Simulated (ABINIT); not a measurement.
# TiO2 (Anatase): G0W0 with ABINIT, start to end

How does a plane-wave GW calculation on TiO2 (Anatase) run from the first input to the gap?

Calculated with ABINIT 10.8.3; PBE and many-body steps on it, plane waves.

**Experimental background.**

- Gap 3.3 eV: optical gap from absorption; UV-vis absorption; film (pristine sol-gel film on ITO) (“Hydrogen induced interface engineering in Fe2O3–TiO2 heterostructures for efficient charge separation for solar-driven water oxidation in photoelectrochemical cells”, 2021, pmc:8694353).

- Gap 3.98 eV: direct quasiparticle gap around Gamma; experiment quoted from earlier work; bulk crystal (anatase, value from earlier experiment) (quoted in “Giant exciton Mott density in anatase TiO2”, 2020, arxiv:2007.10051).

- Gap 3.17 eV: gap from valence band edge and flat band potential; valence-band XPS and Mott-Schottky plots; film (“Enhancement of Titania Photoanode Performance by Sandwiching Copper between Two Titania Layers”, 2020, pmc:7579609).

- Gap 3.19 eV: optical gap from absorption edge; single-beam photoacoustic spectroscopy; powder (commercial TIO-13 powder, 93% anatase, no rutile, 70 m2/g) (“Combined Spectroscopic Methods of Determination of Density of Electronic States: Comparative Analysis of Diffuse Reflectance Spectroelectrochemistry and Reversed Double-Beam Photoacoustic Spectroscopy”, 2021, pmc:8041308).

- Gap 3.18 ± 0.03 eV: direct optical gap from Kubelka-Munk plot; UV-Vis diffuse reflectance; 300 K; powder (“Effect of Ethylene Glycol: Citric Acid Molar Ratio and pH on the Morphology, Vibrational, Optical and Electronic Properties of TiO2 and CuO Powders Synthesized by Pechini Method”, 2022, pmc:9369947).

This is a selection; 13 further reports are not listed.

### 1. The structure

Symmetry: I4_1/amd, No. 141, tetragonal system. The conventional cell has a = 3.784 Å, b = 3.784 Å, c = 9.515 Å, α = 90.00°, β = 90.00°, γ = 90.00°. Ti has 6 O at 1.93 to 1.98 Å nearest. Nearest to O lie 3 Ti at 1.93 to 1.98 Å. Farther neighbours and most contacts between anions are not listed.

The cell and positions come from the Crystallography Open Database and are kept as given unless a step says otherwise.

### 2. Ground state

This step: ABINIT 10.8.3; DFT, PBE, plane waves, norm-conserving pseudopotentials.

The ground-state density comes first.

File run.abi:

```
acell 3*1.0 Angstrom
rprim 
  -1.892100000000 1.892100000000 4.757300000000
  1.892100000000 -1.892100000000 4.757300000000
  1.892100000000 1.892100000000 -4.757300000000
ntypat 2
znucl 22 8
natom 6
typat 1 1 2 2 2 2
xred 
  0.000000000000 0.000000000000 0.000000000000
  0.750000000000 0.250000000000 0.500000000000
  0.208100000000 0.208100000000 0.000000000000
  0.958100000000 0.458100000000 0.500000000000
  0.541900000000 0.041900000000 0.500000000000
  0.791900000000 0.791900000000 0.000000000000
pp_dirpath "pseudos"
pseudos "Ti.upf, O.upf"
ecut 38
ngkpt 8 8 8
nshiftk 1
shiftk 0 0 0
kptopt 1
chksymbreak 0
nband 31
occopt 1
tolvrs 1e-10
nstep 60
prtwf 0
indata_prefix "in"
outdata_prefix "out"
tmpdata_prefix "tmp"
```

Command:

```sh
$ OMP_NUM_THREADS=1 mpirun -n 8 abinit run.abi > log
```

Numbers of over 12 decimals in the logs are rounded to 6 here.

Output:

```text
.Version 10.8.3 of ABINIT. v10.8.2 released Aug 2026.

 Symmetries : space group I4_1/a m d (#141); Bravais tI (body-center tetrag.)
================================================================================
 Values of the parameters that define the memory need of the present run
     intxc =       0    ionmov =       0      iscf =       7    lmnmax =       6
     lnmax =       6     mgfft =      60  mpssoang =       3    mqgrid =    3001
     natom =       6  nloc_mem =       1    nspden =       1   nspinor =       1
    nsppol =       1      nsym =      16    n1xccc =    2501    ntypat =       2
    occopt =       1   xclevel =       2
-    mband =          31        mffmem =           1         mkmem =           8
       mpw =        5174          nfft =      216000          nkpt =          59
================================================================================
  Rough estimation (10% accuracy) of disk space for files :
================================================================================

--------------------------------------------------------------------------------
------------- Echo of variables that govern the present computation ------------
--------------------------------------------------------------------------------
 -outvars: echo values of preprocessed input variables --------
            acell      1.8897261259E+00  1.8897261259E+00  1.8897261259E+00 Bohr

      chksymbreak           0
             ecut      3.80000000E+01 Hartree
-          fftalg         312

              ixc     -101130
              kpt      0.00000000E+00  0.00000000E+00  0.00000000E+00
                       1.25000000E-01  0.00000000E+00  0.00000000E+00
                       2.50000000E-01  0.00000000E+00  0.00000000E+00
                       3.75000000E-01  0.00000000E+00  0.00000000E+00
                       5.00000000E-01  0.00000000E+00  0.00000000E+00
                       1.25000000E-01  1.25000000E-01  0.00000000E+00
                       2.50000000E-01  1.25000000E-01  0.00000000E+00
                       3.75000000E-01  1.25000000E-01  0.00000000E+00
                       5.00000000E-01  1.25000000E-01  0.00000000E+00
   [... 39 further rows ...]
                       5.00000000E-01  5.00000000E-01  2.50000000E-01
                      -3.75000000E-01  5.00000000E-01  2.50000000E-01
                       outvar_i_n : Printing only first  50 k-points.
         kptrlatt        8    0    0      0    8    0      0    0    8
          kptrlen      5.72088128E+01
P           mkmem           8
            natom           6
            nband          31
            ngfft          60      60      60
             nkpt          59
            nstep          60
             nsym          16
           ntypat           2
              occ      2.000000  2.000000  2.000000  2.000000  2.000000  2.000000
                       2.000000  2.000000  2.000000  2.000000  2.000000  2.000000
                       2.000000  2.000000  2.000000  2.000000  2.000000  2.000000
                       2.000000  2.000000  2.000000  2.000000  2.000000  2.000000
                       0.000000  0.000000  0.000000  0.000000  0.000000  0.000000
                       0.000000
            prtwf           0
            rprim     -1.8921000000E+00  1.8921000000E+00  4.7573000000E+00
[...]
spgroup         141

           tolvrs      1.00000000E-10

             xred      0.0000000000E+00  0.0000000000E+00  0.0000000000E+00
[...]
znucl       22.00000    8.00000

================================================================================

 chkinp: Checking input parameters for consistency.

================================================================================
== DATASET  1 ==================================================================
-   mpi_nproc: 8, omp_nthreads: 1 (-1 if OMP is not activated)

--- !DatasetInfo
iteration_state: {dtset: 1, }
dimensions: {natom: 6, nkpt: 59, mband: 31, nsppol: 1, nspinor: 1, nspden: 1, mpw: 5174, }
cutoff_energies: {ecut:  38.0, pawecutdg:  -1.0, }
electrons: {nelect:   4.80000000E+01, charge:   0.00000000E+00, occopt:   1.00000000E+00, tsmear:   1.00000000E-02, }

 Real(R)+Recip(G) space primitive vectors, cartesian coordinates (Bohr,Bohr^-1):
 R(1)= -3.5755508  3.5755508  8.9899941  G(1)=  0.0000000  0.1398386  0.0556174
 R(2)=  3.5755508 -3.5755508  8.9899941  G(2)=  0.1398386  0.0000000  0.0556174
 R(3)=  3.5755508  3.5755508 -8.9899941  G(3)=  0.1398386  0.1398386  0.0000000
 Unit cell volume ucvol=  4.5973260E+02 bohr^3
 Angles (23,13,12)=  1.39434593E+02  1.39434593E+02  5.87128032E+01 degrees

 getcut: wavevector=  0.0000  0.0000  0.0000  ngfft=  60  60  60
         ecut(hartree)=     38.000   => boxcut(ratio)=   2.09654

--- Pseudopotential description ------------------------------------------------
- Ti Generated using ONCVPSP code by D. R. Hamann
- 22.00000  12.00000  171031                  znucl, zion, pspdat
12 -101130 2 -1 1586                          pspcod,pspxc,lmax,lloc,mmax
     nproj     2     2     2
  pspatm : epsatm=   14.68144553
         --- l  ekb(1:nproj) -->
[...]
pspatm: atomic psp has been read  and splines computed

- O Generated using ONCVPSP code by D. R. Hamann
[...]
ETOT 13  -185.21694843255    -1.449E-09 1.503E-03 9.279E-07
 ETOT 14  -185.21694843268    -1.343E-10 1.171E-03 1.898E-07
 ETOT 15  -185.21694843272    -3.510E-11 1.078E-03 1.463E-08
 ETOT 16  -185.21694843270     1.199E-11 9.046E-04 1.771E-10
 ETOT 17  -185.21694843270     2.473E-12 6.730E-04 2.814E-11

 At SCF step   17       vres2   =  2.81E-11 < tolvrs=  1.00E-10 =>converged.

 Cartesian components of stress tensor (hartree/bohr^3)
  sigma(1 1)= -1.27289296E-04  sigma(3 2)=  0.00000000E+00
  sigma(2 2)= -1.27289296E-04  sigma(3 1)=  0.00000000E+00
  sigma(3 3)= -1.70482288E-04  sigma(2 1)=  0.00000000E+00

--- !ResultsGS
iteration_state: {dtset: 1, }
comment   : Summary of ground state results
lattice_vectors:
- [ -3.5755508,   3.5755508,   8.9899941, ]
- [  3.5755508,  -3.5755508,   8.9899941, ]
- [  3.5755508,   3.5755508,  -8.9899941, ]
lattice_lengths: [  10.31451,   10.31451,   10.31451, ]
lattice_angles: [139.435, 139.435,  58.713, ] # degrees, (23, 13, 12)
lattice_volume:   4.5973260E+02
convergence: {deltae:  2.473E-12, res2:  2.814E-11, residm:  6.730E-04, diffor: null, }
etotal    :  -1.85216948E+02
entropy   :   0.00000000E+00
fermie    :   1.50508157E-01
cartesian_stress_tensor: # hartree/bohr^3
- [ -1.27289296E-04,   0.00000000E+00,   0.00000000E+00, ]
- [  0.00000000E+00,  -1.27289296E-04,   0.00000000E+00, ]
- [  0.00000000E+00,   0.00000000E+00,  -1.70482288E-04, ]
pressure_GPa:   4.1686E+00
xred      :
- [  0.0000E+00,   0.0000E+00,   0.0000E+00, Ti]
- [  7.5000E-01,   2.5000E-01,   5.0000E-01, Ti]
- [  2.0810E-01,   2.0810E-01,  -3.2879E-19,  O]
- [  9.5810E-01,   4.5810E-01,   5.0000E-01,  O]
- [  5.4190E-01,   4.1900E-02,   5.0000E-01,  O]
- [  7.9190E-01,   7.9190E-01,  -1.2512E-18,  O]
cartesian_forces: # hartree/bohr
- [  4.04302156E-20,   4.04302152E-20,   1.10563448E-29, ]
- [  4.04302154E-20,   4.04302157E-20,  -4.69455908E-29, ]
- [  2.07034702E-19,   2.07034702E-19,   1.58865855E-03, ]
- [ -4.17745743E-19,   1.59351264E-20,   1.58865855E-03, ]
- [ -1.26174271E-19,  -1.26174271E-19,  -1.58865855E-03, ]
- [  2.56024880E-19,  -1.77655989E-19,  -1.58865855E-03, ]
force_length_stats: {min:   5.71769589E-20, max:   1.58865855E-03, mean:   1.05910570E-03, }

 Integrated electronic density in atomic spheres:
 ------------------------------------------------
 Atom  Sphere_radius  Integrated_density
[...]
================================================================================

 ----iterations are completed or convergence reached----

 Mean square residual over all n,k,spin=   51.304E-07; max=  67.304E-05
 reduced coordinates (array xred) for    6 atoms
[...]
0.750000000000      0.250000000000      0.500000000000
       0.208100000000      0.208100000000     -0.000000000000
       0.958100000000      0.458100000000      0.500000000000
       0.541900000000      0.041900000000      0.500000000000
       0.791900000000      0.791900000000     -0.000000000000
 rms dE/dt=  1.1661E-02; max dE/dt=  1.4282E-02; dE/dt below (all hartree)
    1       0.000000000000     -0.000000000000      0.000000000000
    2      -0.000000000000      0.000000000000      0.000000000000
    3      -0.014282030990     -0.014282030990      0.014282030990
    4      -0.014282030990     -0.014282030990      0.014282030990
    5       0.014282030990      0.014282030990     -0.014282030990
    6       0.014282030990      0.014282030990     -0.014282030990

 cartesian coordinates (angstrom) at end:
    1      0.000000     0.000000     0.000000
    2      0.000000     1.892100     2.378650
    3      0.000000    -0.000000     1.979988
    4      0.000000     1.892100     4.358638
[...]
cartesian forces (hartree/bohr) at end:
[...]
frms,max,avg= 7.4890082E-04 1.5886586E-03   0.000E+00  0.000E+00  0.000E+00 h/b

 cartesian forces (eV/Angstrom) at end:
[...]
2      0.000000     0.000000    -0.000000
    3      0.000000     0.000000     0.081692
    4     -0.000000     0.000000     0.081692
    5     -0.000000    -0.000000    -0.081692
    6      0.000000    -0.000000    -0.081692
 frms,max,avg= 3.8510029E-02 8.1692107E-02   0.000E+00  0.000E+00  0.000E+00 e/A
 length scales=  1.889726125908  1.889726125908  1.889726125908 bohr
              =  1.000000000000  1.000000000000  1.000000000000 angstroms
 prteigrs : about to open file out_EIG
 Fermi (or HOMO) energy (hartree) =   0.15051   Average Vxc (hartree)=  -0.39712
 Eigenvalues (hartree) for nkpt=  59  k points:
 kpt#   1, nband= 31, wtk=  0.00195, kpt=  0.0000  0.0000  0.0000 (reduced coord)
  -1.91852   -1.91628   -1.05463   -1.04582   -1.04582   -1.04316   -1.04316   -1.04004
  -0.49493   -0.45758   -0.45221   -0.43977    0.00708    0.01145    0.01145    0.02632
   0.07584    0.07584    0.07756    0.12347    0.12360    0.12360    0.13465    0.13465
   0.23084    0.25826    0.29978    0.29979    0.30088    0.30090    0.34599
 prteigrs : prtvol=0 or 1, do not print more k-points.

--- !EnergyTerms
iteration_state     : {dtset: 1, }
comment             : Components of total free energy in Hartree
kinetic             :  9.01527161159806E+01
hartree             :  5.04271879315799E+01
xc                  : -3.41780206858838E+01
Ewald energy        : -1.22088434587365E+02
psp_core            :  5.65316920799711E+00
local_psp           : -1.66739904690225E+02
non_local_psp       : -8.44366172478388E+00
total_energy        : -1.85216948432701E+02
total_energy_eV     : -5.04000992310416E+03
band_energy         : -2.23631716003209E+01

 Cartesian components of stress tensor (hartree/bohr^3)
  sigma(1 1)= -1.27289296E-04  sigma(3 2)=  0.00000000E+00
  sigma(2 2)= -1.27289296E-04  sigma(3 1)=  0.00000000E+00
  sigma(3 3)= -1.70482288E-04  sigma(2 1)=  0.00000000E+00

-Cartesian components of stress tensor (GPa)         [Pressure=  4.1686E+00 GPa]
- sigma(1 1)= -3.74498039E+00  sigma(3 2)=  0.00000000E+00
- sigma(2 2)= -3.74498039E+00  sigma(3 1)=  0.00000000E+00
- sigma(3 3)= -5.01576209E+00  sigma(2 1)=  0.00000000E+00

== END DATASET(S) ==============================================================
================================================================================

 -outvars: echo values of variables after computation  --------
           etotal     -1.8521694843E+02
            nband          31
             nkpt          59
          spgroup         141
 [... the other variables as echoed above ...]

 Calculation completed.
```

The job ended after 1.9 min (8 MPI ranks of Arm Neoverse V2, shared host; peak memory 1 GiB).

This step gave:

| Quantity | Value |
| --- | --- |
| total energy | -5040.0099 eV |
| gap | 2.186 eV |
| k of the valence top | -0.375, 0.375, 0 |
| k of the conduction bottom | 0, 0, 0 |
| least direct gap | 2.492 eV |
| pressure | 4.169 GPa |

The gap is indirect, with the least direct gap 0.31 eV higher.

The cutoff was set for levels, not for stress, so the pressure can be off by some GPa.

(Continued in part 2 of 3.)

[Paths, hosts, dates, memory and timing lines, banners, echoed tables and standing remarks are left out of the program output.]

[Logs are printed without paths, hosts, clocks, repeated set-up lines and the standing remarks that a program may print on its own settings, such as how far it seeks lower states.]

[Runs of the session that timed out or met a known fault of the program may be left out.]

[Hosts, paths, dates, database ids (printed as entryN), source tags and the programs' standing remarks are cut or masked in the printed files.]

[G0W0 gaps are taken among the corrected bands and points alone; a level outside them can change the order at an edge.]

[Where Ansatz stands beside ABINIT at settings called matched, ABINIT's density can come from a denser mesh and the files from another edition; pairs whose starting gaps differed by over 0.03 eV were left out, so agreement reads better than it is.]
